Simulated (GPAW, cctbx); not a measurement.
## (AlAs)1(ZnSe)1: what bonding does to one electron reflection, worked out

(AlAs)1(ZnSe)1, Pmm2 (no. 25), a = 4.0559 Å, b = 4.0742 Å, c = 5.7231 Å, α = 90.00°, β = 90.00°, γ = 90.00°.

| atom | mult. | x | y | z |
| --- | --- | --- | --- | --- |
| Se1 | 1 | 0 | 1/2 | 0.7555 |
| As1 | 1 | 1/2 | 0 | 0.2506 |
| Zn1 | 1 | 1/2 | 1/2 | 0.4810 |
| Al1 | 1 | 0 | 0 | 0.0130 |

The cell is a (AlAs)1(ZnSe)1 superlattice along [001] of the zinc-blende type, started at the mean lattice constant and relaxed freely, with no substrate.

A DFT run (GPAW, PBE, 450 eV, 6×6×5 k-points (along the axes of the calculation cell), Fermi–Dirac width 0.1 eV) gives the static X-ray structure factor of 110 as 20.879 e for the conventional cell; superposed free atoms give 20.595 e. **Problem.** Find the Fourier component V of the crystal potential and the two-beam extinction distance at 120 kV in both cases.

**1. Geometry**

The cell volume is Ω = 94.57 Å³ and d(110) = 2.8744 Å, so g = 1/d = 0.3479 Å⁻¹.

**2. The nuclei**

Electrons feel nuclei as well as electrons, so the nuclear charges are summed with the same phases.

Phase sums Σ exp(2πi h·x), turned so that the total is real and positive: Se +1.000, As +1.000, Zn -1.000, Al -1.000. Then F_Z = 34 × (+1.000) + 33 × (+1.000) + 30 × (-1.000) + 13 × (-1.000) = 24.00 e. The electron term has the same sign for this reflection.

**3. Mott–Bethe**

Poisson's equation, term by term, gives V = (e/4πε₀)(F_Z − F)/(πΩg²), with e/4πε₀ = 14.3996 V Å.

The prefactor is 14.3996 × 2.8744²/(π × 94.57) = 0.40045 V per electron. Free atoms: (24.00 − 20.595) × 0.40045 = 1.364 V. Crystal: (24.00 − 20.879) × 0.40045 = 1.250 V. F changes by +1.38 % and V by -8.3 %: the same 0.28 e is measured against F_Z − F = 3.4 e in place of F = 20.6 e.

**4. Extinction distance**

In the two-beam case ξ = 1/(λU) with U = 2γm₀eV/h², that is ξ = 150.41 V Å²/(γλV).

At 120 kV, λ = 0.03349 Å and γ = 1.2348. Free atoms: ξ = 2667 Å. Crystal: ξ = 2910 Å. The thickness fringes go as sin²(πt/ξ), so the two patterns slip by a quarter of a period when t|1/ξ₁ − 1/ξ₀| = 1/4, at t ≈ 799 nm. Thermal motion, absorption and many-beam coupling, left out here, change a real pattern.

**5. Answer**

V(110) is 1.25 V against 1.36 V, and ξ is 2910 against 2667 Å. Limits: static atoms, two beams.
